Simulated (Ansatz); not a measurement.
# A bimetallic surface: Li on Al(100), three quarters in the top layer, both faces, part 2 of 4

Wanted: the photoemission signature of Li on Al(100), three quarters in the top layer, both faces.

Ansatz 0.2.0; DFT, PBE, plane-wave PAW, default files, scalar-relativistic.

So far, work function, upper face (eV): step 2 (the clean face) 4.29.

### 3. Relaxing the atoms

System of this step: Li3Al7. The cell holds 20 atoms: 6 Li and 14 Al. Its edges and angles: a = 5.713 Å, b = 5.713 Å, c = 22.080 Å, α = 90.0°, β = 90.0°, γ = 90.0°. It derives from Al. How the cell was made: overlayer; added: Li; how: three quarters in the top layer, both faces. Regions: L1, 4 atoms (1 Al and 3 Li); L2, 4 atoms (4 Al); L3, 4 atoms (4 Al); rest, 8 atoms (5 Al and 3 Li). Vacuum lies along c.

The cut or typed positions aren't at rest, and spectra shift with geometry, so the relaxation comes first. 4 atoms are held to stand for the bulk.

input.yaml reads:

```yaml
crystal:
  lattice:
    - [5.713422792, 0.0, 0.0]
    - [0.0, 5.713422792, 0.0]
    - [0.0, 0.0, 22.08]
  atoms:
    - { symbol: Li, position: [0.0, 0.0, 0.682971014] }
    - { symbol: Li, position: [0.5, 0.0, 0.682971014] }
    - { symbol: Li, position: [0.0, 0.5, 0.682971014] }
    - { symbol: Al, position: [0.5, 0.5, 0.682971014] }
    - { symbol: Al, position: [0.25, 0.25, 0.591485507] }
    - { symbol: Al, position: [0.75, 0.25, 0.591485507] }
    - { symbol: Al, position: [0.25, 0.75, 0.591485507] }
    - { symbol: Al, position: [0.75, 0.75, 0.591485507] }
    - { symbol: Al, position: [0.0, 0.0, 0.5] }
    - { symbol: Al, position: [0.5, 0.0, 0.5] }
    - { symbol: Al, position: [0.0, 0.5, 0.5] }
    - { symbol: Al, position: [0.5, 0.5, 0.5] }
    - { symbol: Al, position: [0.25, 0.25, 0.408514493] }
    - { symbol: Al, position: [0.75, 0.25, 0.408514493] }
    - { symbol: Al, position: [0.25, 0.75, 0.408514493] }
    - { symbol: Al, position: [0.75, 0.75, 0.408514493] }
    - { symbol: Li, position: [0.0, 0.0, 0.317028986] }
    - { symbol: Li, position: [0.5, 0.0, 0.317028986] }
    - { symbol: Li, position: [0.0, 0.5, 0.317028986] }
    - { symbol: Al, position: [0.5, 0.5, 0.317028986] }
kpoints:
  mp_grid: { grid: [6, 6, 1] }
scf:
  occupations: { method: fermi_dirac, width: 0.05 }
  n_extra_bands: 16
hamiltonian:
  xc: pbe
  pseudopotentials: { kind: paw }
output:
  forces: true
  write_potential: true
  volumetric_format: []
relax:
  f_tol: 0.03
  max_steps: 45
  constraints: [{ sites: [8, 9, 10, 11] }]
```

On the command line:

```console
ansatz run input.yaml --threads 4 --pin off --max-ram 12288MiB --backend cpu --events-out ev --progress --plain --runs-dir out
```

Numbers of over 12 decimals in the logs are rounded to 6 here.

Log:

```text
[...]
Crystal: 20 atoms, lattice volume = 720.762 Å³
Basis set: ecut = 420 eV, 14181 PW (Γ), exchange–correlation on 80×80×300 points (8 copies of the dense FFT grid, shifted against one another)
Bands: 46, of which v1, the nominal top of the filled ones, is band 30 counted from 1 (29 counted from 0)
Symmetry: 16 space group operations
[...]
k-points: 10 of 36
[...]
SCF iter   1: F=—  HF=-8751.955208 eV  |F-HF|=—  |Δ(HF+E_count)|=         —  Δρ=2.34e-3  dr2=9.29e-1  ethr=1.77e-3  ⟨swp⟩=9.6  Hψ=2577  notcnv=0  defer=11
[...]
SCF iter   6: F=-8751.896840 eV  HF=-8751.896840 eV  |F-HF|=2.05e-7  |Δ(HF+E_count)|=   5.73e-6  Δρ=6.81e-6  dr2=1.68e-6  ethr=2.63e-8  ⟨swp⟩=10.9  Hψ=3602  notcnv=0
SCF 1 converged in 6 iterations: F = -8751.896840 eV  dr2 = 1.68e-6
[...]
relax step   1: F+E_penalty+E_count = -8751.89683950 eV  Δ(F+E_penalty+E_count) = +0.000e0 eV  max|allowed force component| = 2.027e-1 eV/Å  Δτ_max = 0.0000 Å  (6 SCF iters, dr2 threshold 2.25e-5 eV, accepted)
[...]
SCF iter   6: F=-8751.958798 eV  HF=-8751.958798 eV  |F-HF|=6.19e-7  |Δ(HF+E_count)|=   4.65e-6  Δρ=8.20e-6  dr2=2.21e-6  ethr=4.28e-9  ⟨swp⟩=12.1  Hψ=3311  notcnv=0
SCF 2 converged in 6 iterations: F = -8751.958798 eV  dr2 = 2.21e-6
[...]
relax step   2: F+E_penalty+E_count = -8751.95879766 eV  Δ(F+E_penalty+E_count) = -6.196e-2 eV  max|allowed force component| = 6.031e-2 eV/Å  Δτ_max = 0.1068 Å  (6 SCF iters, dr2 threshold 2.57e-6 eV, accepted)
SCF iter   1: F=—  HF=-8751.959753 eV  |F-HF|=—  |Δ(HF+E_count)|=         —  Δρ=1.82e-4  dr2=1.00e-3  ethr=6.48e-5  ⟨swp⟩=2.1  Hψ=905  notcnv=0  defer=38
[...]
SCF iter   6: F=-8751.960369 eV  HF=-8751.960369 eV  |F-HF|=1.07e-8  |Δ(HF+E_count)|=   4.95e-8  Δρ=9.94e-7  dr2=2.63e-8  ethr=1.67e-10  ⟨swp⟩=10.4  Hψ=2850  notcnv=0
SCF 3 converged in 6 iterations: F = -8751.960369 eV  dr2 = 2.63e-8
relax step   3: F+E_penalty+E_count = -8751.96036852 eV  Δ(F+E_penalty+E_count) = -1.571e-3 eV  max|allowed force component| = 5.622e-3 eV/Å  Δτ_max = 0.0158 Å  (6 SCF iters, accepted)
NSCF: frozen V_eff on 10 k-points
[...]
SCF converged after 6 iterations
Free energy (F): -8751.960369 eV
[...]
Internal energy: -8751.877852 eV  (E = F + TS)
E sigma→0 (E₀):  -8751.919110 eV
Entropy (-TS):   -0.082517 eV (-4.126 meV/atom)
Fermi energy:    0.879882 eV
[...]
--- Forces (eV/Å), atoms counted from 1 ---
  atom   1  Li     0.00000000     0.00000000    -0.00255252
  atom   2  Li     0.00000000     0.00000000    -0.00148329
  atom   3  Li     0.00000000     0.00000000    -0.00148329
  atom   4  Al     0.00000000     0.00000000     0.00562179
  atom   5  Al     0.00328413     0.00328413    -0.00006607
  atom   6  Al    -0.00328413     0.00328413    -0.00006607
  atom   7  Al     0.00328413    -0.00328413    -0.00006607
  atom   8  Al    -0.00328413    -0.00328413    -0.00006607
  atom   9  Al     0.00000000     0.00000000     0.00000000
  atom  10  Al     0.00000000    -0.00000000     0.00000000
  atom  11  Al     0.00000000     0.00000000     0.00000000
  atom  12  Al     0.00000000     0.00000000     0.00000000
  atom  13  Al     0.00328413     0.00328413     0.00006607
  atom  14  Al    -0.00328413     0.00328413     0.00006607
  atom  15  Al     0.00328413    -0.00328413     0.00006607
  atom  16  Al    -0.00328413    -0.00328413     0.00006607
  atom  17  Li     0.00000000     0.00000000     0.00255252
  atom  18  Li     0.00000000     0.00000000     0.00148329
  atom  19  Li     0.00000000     0.00000000     0.00148329
  atom  20  Al     0.00000000     0.00000000    -0.00562179
  max |Σ_I F_I| component: 1.08e-17 eV/Å
--- Band table (eV; the first three rows and the last of 10) ---
  k-point 0: bands = [... 26 lower, -0.0852, -0.0674, 0.0466, 0.3346, 0.4084, 0.4084, 1.0880, 1.6974, ... 12 higher]
  k-point 1: bands = [... 26 lower, -0.2863, 0.1140, 0.3039, 0.4203, 1.0726, 1.1919, 1.2749, 1.5867, ... 12 higher]
  k-point 2: bands = [... 26 lower, 0.0411, 0.1875, 0.3553, 0.5920, 0.6037, 1.2588, 1.9302, 2.1515, ... 12 higher]
  k-point 9: bands = [... 26 lower, 0.9293, 1.2167, 1.2448, 1.2448, 1.4698, 2.1108, 2.1108, 2.2135, ... 12 higher]
--- Relaxed structure (3 steps of the walk, 3 accepted, 0 SCFs on fresh bases) ---
  F+E_penalty+E_count = -8751.96036852 eV   max|allowed force component| = 5.622e-3 eV/Å
  atoms:
    - { symbol: Li, position: [0, 0, 0.679543] }
    - { symbol: Li, position: [0.500000, 0, 0.687520] }
    - { symbol: Li, position: [0, 0.500000, 0.687520] }
    - { symbol: Al, position: [0.500000, 0.500000, 0.682496] }
    - { symbol: Al, position: [0.252225, 0.252225, 0.593582] }
    - { symbol: Al, position: [0.747775, 0.252225, 0.593582] }
    - { symbol: Al, position: [0.252225, 0.747775, 0.593582] }
    - { symbol: Al, position: [0.747775, 0.747775, 0.593582] }
    - { symbol: Al, position: [0.0, 0.0, 0.500000] }
    - { symbol: Al, position: [0.500000, 0.0, 0.500000] }
    - { symbol: Al, position: [0.0, 0.500000, 0.500000] }
    - { symbol: Al, position: [0.500000, 0.500000, 0.500000] }
    - { symbol: Al, position: [0.252225, 0.252225, 0.406418] }
    - { symbol: Al, position: [0.747775, 0.252225, 0.406418] }
    - { symbol: Al, position: [0.252225, 0.747775, 0.406418] }
    - { symbol: Al, position: [0.747775, 0.747775, 0.406418] }
    - { symbol: Li, position: [0, 0, 0.320457] }
    - { symbol: Li, position: [0.500000, 0, 0.312480] }
    - { symbol: Li, position: [0, 0.500000, 0.312480] }
    - { symbol: Al, position: [0.500000, 0.500000, 0.317504] }
```

Elapsed: 39 s, on 4 threads of Arm Neoverse N1, shared host; peak memory 1.4 GiB; 2.5 min of CPU time.

The steps of the relaxation:

```csv
step,energy less that of the first step (eV),largest force component (eV/Å)
1,0.0000,0.2027
2,-0.0620,0.0603
3,-0.0635,0.0056
```

The run keeps the 16 symmetry operations that it works with, so distortions that break them were not tested.

The atoms that moved most (Å):

```csv
atom,dx,dy,dz,length
Li19,0.000,0.000,-0.100,0.100
Li18,0.000,0.000,-0.100,0.100
Li2,0.000,0.000,0.100,0.100
Li3,0.000,0.000,0.100,0.100
Li1,0.000,0.000,-0.076,0.076
Li17,0.000,0.000,0.076,0.076
Al13,0.013,0.013,-0.046,0.050
Al14,-0.013,0.013,-0.046,0.050
```

Numbers from this step:

```
free energy               : -8751.9604 eV
energy at zero smearing   : -8751.9191 eV
smearing term TS          : 0.08252 eV
Fermi energy              : 0.8799 eV
work function, upper face : 3.621 eV
work function, lower face : 3.621 eV
```

The relaxation ends 3.2 meV an atom lower, with a largest force component of 0.0056 eV/Å on the free atoms. For the work function, upper face, step 2 gave 4.29 eV; this run, with 20 atoms, gives 3.62 eV (-16 %).

### 4. Layer-resolved bands, DOS and potential

This is the main run. States are solved along the surface zone's path and weighed by where they lie along the normal, since photoemission sees the top layers. The cell holds 4 small cells, so the bands are unfolded.

input.yaml reads:

```yaml
crystal:
  lattice:
    - [5.713422792, 0.0, 0.0]
    - [0.0, 5.713422792, 0.0]
    - [0.0, 0.0, 22.08]
  atoms:
    - { symbol: Li, position: [0.0, 0.0, 0.6795428987] }
    - { symbol: Li, position: [0.5, 0.0, 0.6875201111] }
    - { symbol: Li, position: [0.0, 0.5, 0.6875201111] }
    - { symbol: Al, position: [0.5, 0.5, 0.6824964646] }
    - { symbol: Al, position: [0.2522251104, 0.2522251104, 0.5935817567] }
    - { symbol: Al, position: [0.7477748896, 0.2522251104, 0.5935817567] }
    - { symbol: Al, position: [0.2522251104, 0.7477748896, 0.5935817567] }
    - { symbol: Al, position: [0.7477748896, 0.7477748896, 0.5935817567] }
    - { symbol: Al, position: [0.0, 0.0, 0.5] }
    - { symbol: Al, position: [0.5, 0.0, 0.5] }
    - { symbol: Al, position: [0.0, 0.5, 0.5] }
    - { symbol: Al, position: [0.5, 0.5, 0.5] }
    - { symbol: Al, position: [0.2522251104, 0.2522251104, 0.4064182433] }
    - { symbol: Al, position: [0.7477748896, 0.2522251104, 0.4064182433] }
    - { symbol: Al, position: [0.2522251104, 0.7477748896, 0.4064182433] }
    - { symbol: Al, position: [0.7477748896, 0.7477748896, 0.4064182433] }
    - { symbol: Li, position: [0.0, 0.0, 0.3204571013] }
    - { symbol: Li, position: [0.5, 0.0, 0.3124798889] }
    - { symbol: Li, position: [0.0, 0.5, 0.3124798889] }
    - { symbol: Al, position: [0.5, 0.5, 0.3175035354] }
kpoints:
  mp_grid: { grid: [8, 8, 1] }
scf:
  occupations: { method: fermi_dirac, width: 0.05 }
  n_extra_bands: 21
hamiltonian:
  xc: pbe
  pseudopotentials: { kind: paw }
output:
  forces: true
  write_potential: true
  volumetric_format: []
  dos:
    projected:
      site_lists:
        layer_1: [3, 2, 1, 0]
        layer_2: [4, 5, 6, 7]
        layer_3: [8, 9, 10, 11]
        other_layers: [12, 13, 14, 15, 16, 17, 18, 19]
    de: 0.05
    e_range: [-30, 12]
    method: { smearing: { sigma: 0.15, scheme: gaussian } }
  eigenstates:
    kpoints:
      - [0.0, 0.0, 0.0]
      - [-0.07142857, -0.07142857, 0.0]
      - [-0.14285714, -0.14285714, 0.0]
      - [-0.21428571, -0.21428571, 0.0]
      - [-0.28571429, -0.28571429, 0.0]
      - [-0.35714286, -0.35714286, 0.0]
      # [... 24 more points ...]
      - [0.0, -0.2, 0.0]
      - [0.0, -0.1, 0.0]
    e_range: [-8.0, 4.0]
    unfold:
      supercell_matrix: [[2, 0, 0], [0, 2, 0], [0, 0, 1]]
      layers:
        axis: 3
        edges: [0.135434, 0.429813, 0.429913, 0.570085, 0.570185, 0.868678]
```

Log:

```text
[...]
Crystal: 20 atoms, lattice volume = 720.762 Å³
Basis set: ecut = 420 eV, 14181 PW (Γ), exchange–correlation on 80×80×300 points (8 copies of the dense FFT grid, shifted against one another)
Bands: 51, of which v1, the nominal top of the filled ones, is band 30 counted from 1 (29 counted from 0)
Symmetry: 16 space group operations
[...]
k-points: 15 of 64
[...]
SCF iter   1: F=—  HF=-8752.012538 eV  |F-HF|=—  |Δ(HF+E_count)|=         —  Δρ=2.04e-3  dr2=6.39e-1  ethr=1.77e-3  ⟨swp⟩=9.3  Hψ=4243  notcnv=0  defer=62
[...]
SCF iter   7: F=-8751.969246 eV  HF=-8751.969246 eV  |F-HF|=1.09e-9  |Δ(HF+E_count)|=   1.93e-7  Δρ=1.03e-6  dr2=2.10e-8  ethr=1.67e-10  ⟨swp⟩=33.9  Hψ=7956  notcnv=0
SCF 1 converged in 7 iterations: F = -8751.969246 eV  dr2 = 2.10e-8
[...]
SCF converged after 7 iterations
Free energy (F): -8751.969246 eV
[...]
Internal energy: -8751.879587 eV  (E = F + TS)
E sigma→0 (E₀):  -8751.924416 eV
Entropy (-TS):   -0.089659 eV (-4.483 meV/atom)
Fermi energy:    0.876101 eV
[...]
--- Forces (eV/Å), atoms counted from 1 ---
  atom   1  Li     0.00000000     0.00000000    -0.01841566
  atom   2  Li     0.00000000     0.00000000     0.00041131
  atom   3  Li    -0.00000000     0.00000000     0.00041131
  atom   4  Al     0.00000000     0.00000000    -0.00994369
  atom   5  Al    -0.04431934    -0.04431934    -0.01241438
  atom   6  Al     0.04431934    -0.04431934    -0.01241438
  atom   7  Al    -0.04431934     0.04431934    -0.01241438
  atom   8  Al     0.04431934     0.04431934    -0.01241438
  atom   9  Al    -0.00000000    -0.00000000     0.00000000
  atom  10  Al     0.00000000     0.00000000     0.00000000
  atom  11  Al     0.00000000     0.00000000     0.00000000
  atom  12  Al     0.00000000    -0.00000000     0.00000000
  atom  13  Al    -0.04431934    -0.04431934     0.01241438
  atom  14  Al     0.04431934    -0.04431934     0.01241438
  atom  15  Al    -0.04431934     0.04431934     0.01241438
  atom  16  Al     0.04431934     0.04431934     0.01241438
  atom  17  Li     0.00000000     0.00000000     0.01841566
  atom  18  Li     0.00000000     0.00000000    -0.00041131
  atom  19  Li    -0.00000000     0.00000000    -0.00041131
  atom  20  Al    -0.00000000     0.00000000     0.00994369
  max |Σ_I F_I| component: 2.08e-17 eV/Å
--- Band table (eV; the first three rows and the last of 15) ---
  k-point 0: bands = [... 26 lower, -0.0758, -0.0710, 0.0562, 0.3305, 0.4084, 0.4084, 1.0948, 1.7054, ... 17 higher]
  k-point 1: bands = [... 26 lower, -0.1619, 0.1466, 0.2199, 0.2863, 0.7301, 0.9300, 1.4419, 1.4466, ... 17 higher]
  k-point 2: bands = [... 26 lower, -0.1455, 0.1902, 0.4201, 0.6583, 0.7077, 1.4382, 1.8680, 1.8766, ... 17 higher]
  k-point 14: bands = [... 26 lower, 0.9406, 1.2113, 1.2476, 1.2476, 1.4799, 2.1160, 2.1160, 2.2124, ... 17 higher]
```

Wall time 73 s (4 threads); peak memory 1.7 GiB; 4.7 min of CPU time.

The column dr2 measures how far the density is from self-consistency, as an energy; F and HF (Harris–Foulkes) agree once it is small.

Numbers from this step:

```
free energy                                    : -8751.9692 eV
energy at zero smearing                        : -8751.9244 eV
smearing term TS                               : 0.08966 eV
Fermi energy                                   : 0.8761 eV
share of occupied states in no projected shell : 0.0199 of the occupied states in the window
DOS at the Fermi level                         : 10.56 states/eV/cell
```

A(k,E), total over k along the path and E. Zero: Fermi level.

Ten even steps from '0' (0.0 eV⁻¹) to '9' (4.7 eV⁻¹), each cell a mean:
```
11531014324246668311400100102414511
67560352150300100002021020231261186
32113640335100000451003302432122513
13356406501233333310202254101126611
75720034140000000101152211022015177
55320061200000000043211000200231755
14024714530000000000100111000122411
43876002012100000024523010133212164
95310430000121012323111434233122039
13033221110013431000021222200210241
32343001222200000000411000001202403
42301000000021001221222101242025054
03000300000000100011032132100350310
00130020000001010000000600123201300
00201003222100101000005022233015000
00002000010121001221120133411250000
00030300000000100001100410004500000
00001020100001000000000212463000000
00002011012100000011003055300000000
00000301100221122310030200000000000
00000000000001110000200100000000000
00000030120000000001003000000000000
```
Columns: k along the path (Å⁻¹) from 0 to 3.75; rows upwards: E (eV) from -7.7 to 3.60.

A(k,E), top over k along the path and E. Zero: Fermi level.

Ten even steps from '0' (0.00 eV⁻¹) to '9' (1.43 eV⁻¹), each cell a mean:
```
12641115424244446311501111104515621
79750462160100100103031020341241197
42115661335200010362104513543223514
23357506511344444310303375201223712
86720034230011010102172311032015188
66420071201100001034312100210231576
14025624641001110000210111000222411
42866001013200000134633010133313134
84310420000231023423111534234132048
14042132220014542000031223300220251
11223012223200000000211000001203601
21401000000131012332333101353126022
01000300000000210011122143100470110
00040031000001010000000700123301200
00102003223100111000004032244013000
00002000011221001221230144521130000
00010400000000100012200210002200000
00000020100001000000000201231000000
00001011022100000011004032100000000
00000101100231123310040100000000000
00000001000002110000300100000000000
00000010230000000002001000000000000
```
Columns: k along the path (Å⁻¹) from 0 to 3.75; rows upwards: E (eV) from -7.7 to 3.60.

A(k,E), middle over k along the path and E. Zero: Fermi level.

Ten even steps from '0' (0.00 eV⁻¹) to '9' (2.43 eV⁻¹), each cell a mean:
```
01210002212000003000100000000102200
23250121030300000001010000000080032
11111320324000000320001100100021301
02233204301011111200101111000117200
42610023040000000000020000011004144
22110040300000000041000000100120822
04013612200000000000000000000111400
32565013000000000003211000021101093
95310340000000000002010222111010029
11014210000001110000010111100000111
43451001100000000000400000000001204
53200000000000000000111000111012075
04000100000000000000041011000220410
00110010000000000000000300012102400
00301001111000000000005011111017000
00000000000110000111110011100370000
00030100000000100000000500006600000
00002010000000000000000122694000000
00002000001000000000001077400000000
00000300100110001100010300000000000
00000000000000000000100200000000000
00000040010000000001003000000000000
```
Columns: k along the path (Å⁻¹) from 0 to 3.75; rows upwards: E (eV) from -7.7 to 3.60.

Peaks of A(k,E) at the labelled points: for each region the eleven nearest the zero at most, each over 6 % of that point's highest, less those above the energy where the solved bands run out; weight and spread sum the levels within three half widths or 0.3 eV, so near peaks share levels. Peaks of the spectral function, the first 40 of 95 rows:

```csv
point,weight on,E (eV),A (1/eV),weight near the peak,rms spread of levels (eV)
M,total,-2.74,1.021,0.185,0.082
M,total,-2.08,12.05,1.885,0
M,total,-0.94,6.751,1.948,0.071
M,total,-0.82,7.482,2.87,0.168
M,total,-0.54,8.518,3.035,0.152
M,total,-0.48,9.009,2.036,0.039
M,total,0.22,1.458,0.199,0
M,total,0.82,6.591,0.996,0
M,total,1.14,14.66,2.58,0.019
M,total,2.04,2.036,1.254,0.082
M,total,2.2,6.504,1.219,0.068
M,top,-2.74,0.337,0.069,0.089
M,top,-2.08,1.951,0.304,0
M,top,-0.96,2.538,0.529,0.065
M,top,-0.82,1.244,0.655,0.16
M,top,-0.48,2.783,0.537,0.034
M,top,0.22,0.548,0.076,0
M,top,0.82,2.56,0.39,0
M,top,1.14,5.151,0.898,0.018
M,top,2.04,0.732,0.501,0.082
M,top,2.2,2.659,0.485,0.064
M,top,3.08,3.957,0.643,0
M,middle,-2.08,8.139,1.275,0
M,middle,-0.82,4.988,1.559,0.152
M,middle,-0.54,4.982,1.693,0.15
M,middle,0.84,1.468,0.652,0.139
M,middle,1.14,4.352,0.784,0.02
M,middle,2.04,0.571,0.252,0.082
M,middle,2.2,1.186,0.25,0.079
M,middle,3.08,2.493,0.404,0
Γ,total,-5.72,0.937,0.145,0.013
Γ,total,-5.08,3.09,0.496,0
Γ,total,-3.78,2.497,0.389,0.003
Γ,total,-2.94,3.562,0.571,0.023
Γ,total,-1.42,2.616,1.203,0.132
Γ,total,-1.14,5.176,1.216,0.135
Γ,total,0.22,1.643,0.254,0
Γ,total,1.68,4.747,1.138,0.099
Γ,total,1.88,2.91,1.144,0.101
Γ,total,2.76,1.303,0.191,0
```

The DOS has structure finer than the step of the table below, so its rows give means over 1 eV, whole bins alone (the curve runs from -12.1 to 3.48 eV). Peaks (eV: height): total -2.2: 8.42, -0.1: 11.9, 1.3: 10.6, 2.5: 13.4; Al 3p -2.2: 5.97, -0.1: 7.67, 1.3: 5.96, 2.5: 6.99; Al 3s -6.2: 2.33, -4.4: 2.66, -0.1: 2.53, 2.3: 2.44; Li 2s 0.0: 1.02, 1.8: 1.87, 2.4: 1.50, 3.2: 1.91; Li 2p* 2.5: 2.73.

* holds the states left over by the projection beside any projected weight of its own. Table of DOS by E, zero at the Fermi level; means over each step; values in states/eV/cell:

```csv
E (eV),total,Al 3p,Al 3s,Li 2s,Li 2p*
-11,0.00250,5.3e-4,0.00176,2.1e-4,0
-10,1.11,0.402,0.639,0.0637,9.7e-4
-9,1.65,0.867,0.708,0.0685,0.00256
-8,3.03,1.69,1.20,0.139,0.00668
-7,2.94,1.76,1.07,0.0963,0.00971
-6,4.59,2.63,1.74,0.197,0.0211
-5,3.75,2.27,1.35,0.108,0.0272
-4,5.98,3.51,2.13,0.278,0.0643
-3,5.49,3.88,1.37,0.151,0.0871
-2,7.49,5.39,1.49,0.437,0.173
-1,6.89,4.72,1.40,0.483,0.282
0,8.61,5.48,1.80,0.797,0.545
1,8.11,4.41,1.60,1.22,0.879
2,10.4,5.02,2.10,1.49,1.81
```

(Continued in part 3 of 4.)

[Logs are printed without paths, hosts, clocks, repeated set-up lines and the standing remarks that a program may print on its own settings, such as how far it seeks lower states.]

[Hosts, paths, dates, database ids (printed as entryN), source tags and the programs' standing remarks are cut or masked in the printed files.]

[Maps of the electrostatic potential energy from Ansatz leave out the sawtooth potential of an applied field or a dipole correction, so their vacuum need not be flat; work functions include it.]
